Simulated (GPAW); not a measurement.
```
A GW chain in GPAW: SiC (F-43m)
1.0
     0.00000    2.17900    2.17900
     2.17900    0.00000    2.17900
     2.17900    2.17900    0.00000
Si C
1 1
Direct
  0.00000 0.00000 0.00000
  0.25000 0.25000 0.25000
# method: DFT, PBE, plane waves, PAW (and 1 further level or step)
# program: GPAW 26.7.0
# settings: cutoff 600 eV, GPAW PAW setups 1.2.1 data release, 6×6×6 k-mesh, nbands 118
# cost: 4 runs, 55 s in all on 4 MPI ranks of Arm Neoverse V2, shared host
# notes: The cell and positions come from the Crystallography Open Database and are kept as given unless a step says otherwise.
# PBE gap: 1.35 eV, indirect
# G0W0 gap on the mesh: 2.17 eV
# GW settings: 6×6×6 mesh, 108 bands, screening to 175 eV, Godby-Needs plasmon pole
# known limits: short of the basis limit
```

[Long decimals in the printed logs are rounded to 6 places.]

[Logs are printed without paths, hosts, clocks, repeated set-up lines and the standing remarks that a program may print on its own settings, such as how far it seeks lower states.]

[Paths, hosts, dates, memory and timing lines, banners, echoed tables and standing remarks are left out of the program output; an Ansatz launch command may be rebuilt from the run's recorded settings. Measured values are a selection of at most five: reports struck by readers or far from the other reports are left out. None is set beside runs whose start may be inverted or whose files or cutoffs have a known fault.]

[Runs of the session that timed out or met a known fault of the program may be left out.]

[Hosts, paths, dates, database ids (printed as entryN), source tags and the programs' standing remarks are cut or masked in the printed files.]

[Where the starting crystal was built by hand or by swapping elements, it need not be the compound's stable phase.]
